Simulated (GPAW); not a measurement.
# ZnAg (Pm-3m): the Zn K absorption edge, part 2 of 3

Aim: the near-edge shape at the Zn K edge of ZnAg (Pm-3m), and what the core hole does to it.

GPAW 26.7.0; X-ray absorption from dipole matrix elements to empty bands, plane-wave PAW LDA.

So far. Step 2 (Ground state of the crystal): The mesh shows no gap, so the system is treated as a metal and the core electron is put at the Fermi level (neutral cell). Step 3 (Spectrum without a core hole, Zn atom 2): Main maxima below 30 eV (height): 7.2 eV (1.38), 13.2 eV (1.45), 16.6 eV (1.00), 21.8 eV (0.90) and 27.2 eV (1.17). A K edge sees empty p states on the absorber.

### Step 5. Spectrum with XCH, Zn atom 2

The holes are 5.5 Å apart. In GPAW the data set carries the hole's charge, so charge=0 means a charged cell and charge=-1 a neutral one. The excited electron is kept in the cell, where it fills the lowest empty states and screens the hole. After the field has converged, empty bands are computed with the density fixed and the dipole matrix elements are summed.

Contents of xas.py:

```python
import numpy as np
from ase import Atoms
from ase.parallel import parprint, paropen
from gpaw import GPAW, PW, FermiDirac, Mixer, MixerDif, setup_paths
from gpaw.test import gen
setup_paths.insert(0, '.')
gen('Zn', name='fch1s', xcname='LDA', corehole=(1, 0, 1), write_xml=True)
from gpaw.mpi import world
world.barrier()

atoms = Atoms('Ag4Zn4',
    cell=[[3.156, 3.156, 3.156],
     [-3.156, 3.156, -3.156],
     [-3.156, -3.156, 3.156]],
    scaled_positions=[[0, 0, 0],
     [0, 0.5, 0.5],
     [0.5, 0, 0.5],
     [0.5, 0.5, 0],
     [0.5, 0, 0],
     [0.5, 0.5, 0.5],
     [0, 0, 0.5],
     [0, 0.5, 0]],
    pbc=True)
atoms.calc = calc = GPAW(legacy_gpaw=True, mode=PW(430, force_complex_dtype=True), xc='LDA', setups={4: 'fch1s'},
    kpts={'size': (6, 6, 6), 'gamma': True}, occupations=FermiDirac(0.1),
    charge=-1, mixer=Mixer(0.1, 5, 50), maxiter=150,
    convergence={'density': 0.0001, 'eigenstates': 1e-6}, txt='scf.txt')
energy = atoms.get_potential_energy() + calc.get_reference_energy()
ef = calc.get_fermi_level()
out = dict(energy=energy, fermi=ef, forces=atoms.get_forces().tolist())
parprint(f'all-electron energy {energy:.4f} eV, Fermi level {ef:.4f} eV')
ev = np.array([[calc.get_eigenvalues(k, s) for k in range(len(calc.get_ibz_k_points()))] for s in range(calc.get_number_of_spins())])
out['homo'], out['lumo'], out['counts'] = ev[ev < ef].max(), ev[ev > ef].min(), sorted(set((ev < ef).sum((0, 2)).tolist()))
out['filled'] = (ev[:, 0] < ef).sum(1).tolist()

from ase.units import Ha
from gpaw.xas import dipole_matrix_elements
nb = int(calc.get_number_of_electrons() / 2) + 78
top, nb = nb, nb + 8 + nb // 12
nscf = calc.fixed_density(kpts={'size': (6, 6, 6), 'gamma': True}, nbands=nb,
    convergence={'bands': top, 'eigenstates': 5e-3}, maxiter=60, txt='nscf.txt')
cell = atoms.cell.array
ops = [cell.T @ U.T @ np.linalg.inv(cell.T) for U in nscf.wfs.kd.symmetry.op_scc]
E = np.arange(-6, 34, 0.1)
fwhm = np.interp(E, [4, 25], [1.67, 3.5])
Y, X, zero, highest = 0, 0, 1e9, 1e9
for spin in range(nscf.get_number_of_spins()):
    wfs = nscf.wfs
    mine = wfs.bd.get_slice()  # this rank's bands
    A = dipole_matrix_elements(wfs.setups[4])
    eps = np.zeros((wfs.kd.nibzkpts, nb))
    d = np.zeros((3, A.shape[1], wfs.kd.nibzkpts, nb), complex)
    for kpt in wfs.kpt_u:
        if kpt.s == spin and 4 in kpt.P_ani:
            eps[kpt.k, mine] = kpt.eps_n * Ha
            d[:, :, kpt.k, mine] = (kpt.weight * wfs.nspins / 2) ** 0.5 * np.inner(A, kpt.P_ani[4])
    world.sum(eps)
    world.sum(d)
    T = np.einsum('amkn,bmkn->abkn', d, d.conj()).real
    T = sum(np.einsum('ai,ijkn,bj->abkn', R, T, R) for R in ops) / len(ops)
    empty = eps > ef
    zero, highest = min(zero, eps[empty].min()), min(highest, eps[:, top - 1].min())
    lines = [(eps, T, empty)] if spin == 0 else lines + [(eps, T, empty)]
for eps, T, empty in lines:
    f = np.einsum('aakn->akn', T).reshape(3, -1)
    x = eps.ravel() - zero
    w = np.interp(x, E, fwhm) / 2.35482
    g = np.exp(-0.5 * ((E[:, None] - x) / w) ** 2) / (w * (2 * np.pi) ** 0.5)
    Y = Y + (f * empty.ravel()) @ g.T
    X = X + (f * ~empty.ravel()) @ g.T
out.update(E=E.round(2).tolist(), xas=Y.tolist(), xes=X.tolist(), zero=zero, valid=highest - zero, nk=len(eps), nb=nb)
for i in range(0, len(E), 10):
    parprint(f'{E[i]:7.2f}', *(f'{v:10.3e}' for v in Y[:, i]))
import json
with paropen('out.json', 'w') as f:
    json.dump(out, f)
```

Launch:

```
$ OMP_NUM_THREADS=1 mpirun -n 4 gpaw python xas.py
```

Numbers of over 12 decimals in the logs are rounded to 6 here.

What it wrote:

```text
Input parameters:
  charge: -1
  convergence: {density: 0.0001,
                eigenstates: 1e-06}
  kpts: {gamma: True,
         size: (6, 6, 6)}
  maxiter: 150
  mixer: {backend: pulay,
          beta: 0.1,
          method: separate,
          nmaxold: 5,
          weight: 50}
  mode: {ecut: 430.0,
         force_complex_dtype: True,
         name: pw}
  occupations: {fixmagmom: False,
                name: fermi-dirac,
                width: 0.1}
  setups: {4: fch1s}

Initialize ...

[... PAW data sets ...]

Reference energy: -763330.061687  # eV

Spin-paired calculation

[... convergence settings ...]
Symmetries present (total): 12
  [... symmetry matrices ...]

216 k-points: 6 x 6 x 6 Monkhorst-Pack grid + [1/12,1/12,1/12]
32 k-points in the irreducible part of the Brillouin zone
       k-points in crystal coordinates                weights
   0:     0.00000000    0.00000000    0.00000000          1/216
   1:     0.00000000    0.16666667    0.00000000          6/216
   2:     0.00000000    0.33333333   -0.16666667          6/216
   3:     0.00000000    0.33333333    0.00000000          6/216
   4:     0.00000000    0.33333333    0.33333333          2/216
   5:     0.00000000    0.50000000    0.33333333         12/216
   6:     0.00000000    0.50000000    0.50000000          3/216
   7:     0.16666667    0.00000000    0.00000000          6/216
   8:     0.16666667    0.16666667   -0.16666667          6/216
   9:     0.16666667    0.16666667    0.00000000         12/216
          ...
  31:     0.50000000    0.50000000    0.50000000          1/216

Wave functions: Plane wave expansion
  Cutoff energy: 430.000 eV
  Number of coefficients (min, max): 2491, 2578
  Pulay-stress correction: 0.000000 eV/Ang^3 (de/decut=0.000000)
  Using FFTW library
  Wavefunction extrapolation:
    Improved wavefunction reuse through dual PAW basis

Occupation numbers: Fermi-Dirac:
  width: 0.1000  # eV

Eigensolver
   Davidson(niter=2)

Densities:
  Coarse grid: 27*27*27 grid
  Fine grid: 54*54*54 grid
  Total Charge: 0.000000

Density mixing:
  Method: separate
  Backend: pulay
  Linear mixing parameter: 0.1
  old densities: 5
  Width of damping distribution: 1.1
  Damping of long wavelength oscillations: 50

[... Hamiltonian set-up ...]
Number of atoms: 8
Number of atomic orbitals: 84
Number of bands in calculation: 75
Number of valence electrons: 117
Bands to converge: occupied

... initialized

Initializing position-dependent things.

Density initialized from atomic densities
Creating initial wave functions:
  75 bands from LCAO basis set

               Ag

             Zn     Zn
           Zn    Ag
        Ag     Ag

             Zn

Atomic positions and initial magnetic moments

Positions:
   0 Ag     0.000000    0.000000    0.000000    ( 0.0000,  0.0000,  0.0000)
   1 Ag    -3.156000    0.000000    0.000000    ( 0.0000,  0.0000,  0.0000)
   2 Ag     0.000000    0.000000    3.156000    ( 0.0000,  0.0000,  0.0000)
   3 Ag     0.000000    3.156000    0.000000    ( 0.0000,  0.0000,  0.0000)
   4 Zn     1.578000    1.578000    1.578000    ( 0.0000,  0.0000,  0.0000)
   5 Zn    -1.578000    1.578000    1.578000    ( 0.0000,  0.0000,  0.0000)
   6 Zn    -1.578000   -1.578000    1.578000    ( 0.0000,  0.0000,  0.0000)
   7 Zn    -1.578000    1.578000   -1.578000    ( 0.0000,  0.0000,  0.0000)

Unit cell:
           periodic     x           y           z      points  spacing
  1. axis:    yes    3.156000    3.156000    3.156000    27     0.1653
  2. axis:    yes   -3.156000    3.156000   -3.156000    27     0.1653
  3. axis:    yes   -3.156000   -3.156000    3.156000    27     0.1653

  Lengths:   5.466352   5.466352   5.466352
  Angles:  109.471221 109.471221 109.471221

Effective grid spacing dv^(1/3) = 0.1855

iter:   1   -35.588299
iter:   2   -33.714156   -1.31  -1.34
iter:   3   -31.614624   -1.45  -1.41
iter:   4   -31.592636   -3.22  -1.76
iter:   5   -31.595145c  -2.59  -1.72
iter:   6   -31.487382   -3.42  -2.39
iter:   7   -31.449700   -3.45  -2.72
iter:   8   -31.448081c  -4.30  -3.22
iter:   9   -31.448468c  -4.24  -3.54
iter:  10   -31.448042c  -5.70  -3.85
iter:  11   -31.447794c  -5.74  -4.20c
iter:  12   -31.447637c  -5.25  -4.36c
iter:  13   -31.447629c  -6.59c -4.70c

Converged after 13 iterations.

Dipole moment: (0.000000, -0.000000, -0.000000) |e|*Ang

Energy contributions relative to reference atoms: (reference = -763330.061687)

Kinetic:        -10.475705
Potential:      +10.610652
External:        +0.000000
XC:             -32.345673
Entropy (-ST):   -0.066811
Local:           +0.796502
SIC:             +0.000000
--------------------------
Free energy:    -31.481035
Extrapolated:   -31.447629

Showing only first 2 kpts
 Kpt  Band  Eigenvalues  Occupancy
  0    56      6.20651    2.00000
  0    57      6.20651    2.00000
  0    58      6.20651    2.00000
  0    59      7.82520    1.34436

  1    56      5.77701    2.00000
  1    57      6.20634    2.00000
  1    58      6.53072    2.00000
[...]
Fermi level: 7.89701

No gap
No difference between direct/indirect transitions

Forces in eV/Ang:
  0 Ag    0.00000   -0.00000   -0.00000
  1 Ag    0.00000   -0.00000   -0.00000
  2 Ag   -0.00000   -0.00000    0.00000
  3 Ag   -0.00000    0.00000    0.00000
  4 Zn   -0.00000    0.00000   -0.00000
  5 Zn   -0.00000   -0.00000    0.00000
  6 Zn    0.00000    0.00000   -0.00000
  7 Zn    0.00000    0.00000   -0.00000
Scalar-relativistic atomic LDA calculation for Zn (Zinc, Z=30)
Core hole in 1s state (1s occupation: 1.0)
600 radial gridpoints.
|------------------------------------------------|
|------------------------------------------------|
[... the atom generator's iteration count ...]

Energy contributions:
-------------------------
Kinetic:    +1455.313461
XC:           -60.592874
Potential:  -2831.921453
-------------------------
Total:      -1437.200866

state      eigenvalue         ekin         rmax
-----------------------------------------------
1s^1.0 :  -362.370562   457.247084        0.033
2s^2.0 :   -45.586324    89.692358        0.186
2p^6.0 :   -40.551796    88.902557        0.147
3s^2.0 :    -5.578362    20.178333        0.572
3p^6.0 :    -3.921210    18.278078        0.568
3d^10.0:    -1.035193    13.091422        0.530
4s^2.0 :    -0.603317     2.163486        1.866
4p^0.0 :    -0.343743     1.345124        2.300
-----------------------------------------------
(units: Bohr and Hartree)

Generating PAW setup
Kinetic energy of the core from tauc = 1332.765430293097
Cutoffs:
rc(s)=2.430
rc(p)=2.400
rc(d)=2.230
rc(vbar)=2.260
rc(comp)=2.200
rc(nct)=2.430

Kinetic energy of the core states: 1320.072273
Charge: 1.0
Core electrons: 17.0
Valence electrons: 12.0
Pseudo-core charge: 0.063801
Shape function alpha=2.066
Pseudo-electron charge 3.436182
state    eigenvalue         norm
--------------------------------
4s(2) :    -0.603317     1.206269
*s    :     0.396683
4p(0) :    -0.343743     1.021921
*p    :     0.656257
3d(10):    -1.035193     0.095984
*d    :    -0.035193
--------------------------------

Diagonalizing with gridspacing h=0.050

state   all-electron     PAW
-------------------------------
4s:      -0.603317    -0.603615
4p:      -0.343743    -0.343956
3d:      -1.035193    -1.035651
*f:                   -0.018332
-------------------------------
all-electron energy -763361.5093 eV, Fermi level 7.8970 eV
[...]
31.00  1.547e-07  1.547e-07  1.547e-07
  32.00  1.426e-07  1.426e-07  1.426e-07
  33.00  1.329e-07  1.329e-07  1.329e-07
```

Run time: 69 s. Hardware: 4 MPI ranks of Intel Xeon Platinum 8488C (Sapphire Rapids), shared host; peak memory 0.39 GiB.

The Zn K spectrum, Zn atom 2, excited-electron core hole (neutral cell) (energy from the lowest empty level; intensity scaled to a mean of 1 over the first 20 eV):

| E (eV) | intensity |
| --- | --- |
| -2.0 | 0.00 |
| -1.4 | 0.01 |
| -0.8 | 0.07 |
| -0.2 | 0.20 |
| 0.4 | 0.37 |
| 1.0 | 0.50 |
| 1.6 | 0.61 |
| 2.2 | 0.72 |
| 2.8 | 0.83 |
| 3.4 | 0.98 |
| 4.0 | 1.20 |
| 4.6 | 1.45 |
| 5.2 | 1.60 |
| 5.8 | 1.60 |
| 6.4 | 1.49 |
| 7.0 | 1.37 |
| 7.6 | 1.27 |
| 8.2 | 1.20 |
| 8.8 | 1.14 |
| 9.4 | 1.07 |
| 10.0 | 1.00 |
| 10.6 | 0.98 |
| 11.2 | 1.03 |
| 11.8 | 1.12 |
| 12.4 | 1.19 |
| 13.0 | 1.19 |
| 13.6 | 1.13 |
| 14.2 | 1.03 |
| 14.8 | 0.93 |
| 15.4 | 0.85 |
| 16.0 | 0.81 |
| 16.6 | 0.79 |
| 17.2 | 0.75 |
| 17.8 | 0.70 |
| 18.4 | 0.68 |
| 19.0 | 0.70 |
| 19.6 | 0.73 |
| 20.2 | 0.77 |
| 20.8 | 0.79 |
| 21.4 | 0.81 |
| 22.0 | 0.81 |
| 22.6 | 0.82 |
| 23.2 | 0.84 |
| 23.8 | 0.88 |
| 24.4 | 0.93 |
| 25.0 | 0.99 |
| 25.6 | 1.04 |
| 26.2 | 1.06 |
| 26.8 | 1.06 |
| 27.4 | 1.05 |
| 28.0 | 1.04 |
| 28.6 | 1.04 |
| 29.2 | 1.04 |
| 29.8 | 1.02 |
| 30.4 | 0.99 |
| 31.0 | 0.95 |
| 31.6 | 0.91 |

Main maxima below 30 eV (height): 5.4 eV (1.62), 12.6 eV (1.19) and 26.4 eV (1.06). 

The total-energy difference is 9671.92 eV. One term is added: -30.82 eV, since the hole is spin-paired here and a spin-polarised one costs that much less in the free atom (computed apart). The photon energy is then 9641.10 eV. The tabulated edge of the element is 9659 eV. The functional leaves an error in such absolute values: in the free atom LDA prices this hole 19.1 eV below PBE (computed apart), and PBE is itself good to a few eV.

### Step 6. Spectrum with HCH, Zn atom 2

The holes are 5.5 Å apart. The data set carries half a charge, which charge=0 leaves uncompensated but for the background. Half a hole is Slater's transition state, a compromise that weakens the attraction. After the field has converged, empty bands are computed with the density fixed and the dipole matrix elements are summed.

Changed against the first core-hole run: core hole from full to half.

Changes to xas.py since step 5:

```diff
@@ -6,3 +6,3 @@
 setup_paths.insert(0, '.')
-gen('Zn', name='fch1s', xcname='LDA', corehole=(1, 0, 1), write_xml=True)
+gen('Zn', name='hch1s', xcname='LDA', corehole=(1, 0, 0.5), write_xml=True)
 from gpaw.mpi import world
@@ -23,5 +23,5 @@
     pbc=True)
-atoms.calc = calc = GPAW(legacy_gpaw=True, mode=PW(430, force_complex_dtype=True), xc='LDA', setups={4: 'fch1s'},
+atoms.calc = calc = GPAW(legacy_gpaw=True, mode=PW(430, force_complex_dtype=True), xc='LDA', setups={4: 'hch1s'},
     kpts={'size': (6, 6, 6), 'gamma': True}, occupations=FermiDirac(0.1),
-    charge=-1, mixer=Mixer(0.1, 5, 50), maxiter=150,
+    charge=0, mixer=Mixer(0.1, 5, 50), maxiter=150,
     convergence={'density': 0.0001, 'eigenstates': 1e-6}, txt='scf.txt')
```

What it wrote:

```text
Input parameters:
  convergence: {density: 0.0001,
                eigenstates: 1e-06}
  kpts: {gamma: True,
         size: (6, 6, 6)}
  maxiter: 150
  mixer: {backend: pulay,
          beta: 0.1,
          method: separate,
          nmaxold: 5,
          weight: 50}
  mode: {ecut: 430.0,
         force_complex_dtype: True,
         name: pw}
  occupations: {fixmagmom: False,
                name: fermi-dirac,
[...]
*d    :     0.314118
--------------------------------

Diagonalizing with gridspacing h=0.050

state   all-electron     PAW
-------------------------------
4s:      -0.404099    -0.404330
4p:      -0.180022    -0.180168
3d:      -0.685882    -0.686388
*f:                    0.029677
-------------------------------
all-electron energy -768244.8954 eV, Fermi level 7.5791 eV
[...]
32.00  1.559e-07  1.559e-07  1.559e-07
  33.00  1.430e-07  1.430e-07  1.430e-07
[key lines of the parts left out:]
Converged after 13 iterations.
Dipole moment: (0.000000, -0.000000, 0.000000) |e|*Ang
Free energy:    -30.224984
Fermi level: 7.57911
```

The job ended after 70 s (4 MPI ranks; peak memory 0.38 GiB).

| E (eV) | first run | this run |
| --- | --- | --- |
| -2.0 | 0.00 | 0.00 |
| -1.0 | 0.04 | 0.05 |
| 0.0 | 0.25 | 0.25 |
| 1.0 | 0.50 | 0.42 |
| 2.0 | 0.69 | 0.54 |
| 3.0 | 0.87 | 0.69 |
| 4.0 | 1.20 | 0.90 |
| 5.0 | 1.57 | 1.24 |
| 6.0 | 1.57 | 1.45 |
| 7.0 | 1.37 | 1.43 |
| 8.0 | 1.22 | 1.34 |
| 9.0 | 1.12 | 1.25 |
| 10.0 | 1.00 | 1.12 |
| 11.0 | 1.00 | 1.01 |
| 12.0 | 1.15 | 1.11 |
| 13.0 | 1.19 | 1.26 |
| 14.0 | 1.07 | 1.22 |
| 15.0 | 0.90 | 1.07 |
| 16.0 | 0.81 | 0.93 |
| 17.0 | 0.76 | 0.86 |
| 18.0 | 0.69 | 0.79 |
| 19.0 | 0.70 | 0.74 |
| 20.0 | 0.76 | 0.76 |
| 21.0 | 0.80 | 0.81 |
| 22.0 | 0.81 | 0.83 |
| 23.0 | 0.83 | 0.84 |
| 24.0 | 0.89 | 0.87 |
| 25.0 | 0.99 | 0.96 |
| 26.0 | 1.05 | 1.05 |
| 27.0 | 1.05 | 1.10 |
| 28.0 | 1.04 | 1.10 |
| 29.0 | 1.04 | 1.11 |
| 30.0 | 1.01 | 1.10 |
| 31.0 | 0.95 | 1.05 |
| 32.0 | 0.88 | 0.97 |

Against the first run the r.m.s. difference is 12 %. The highest intensity below 24 eV goes from 5.4 eV (1.62) to 6.4 eV (1.47).

(Continued in part 3 of 3.)

[Banner, clock and machine lines of the logs are left out without a mark of their own.]

[Logs are printed without paths, hosts, clocks, repeated set-up lines and the standing remarks that a program may print on its own settings, such as how far it seeks lower states.]

[Hosts, paths, dates, database ids (printed as entryN), source tags and the programs' standing remarks are cut or masked in the printed files.]

[Lists of maxima count a maximum above −3 eV only where it reaches 4 % of the highest in the window and stands out from its surroundings by 2 % of it (1.5 % where it reaches 55 %); shoulders and weaker maxima are passed over, and of the rest the first, up to two pre-edge ones and the few strongest are named.]
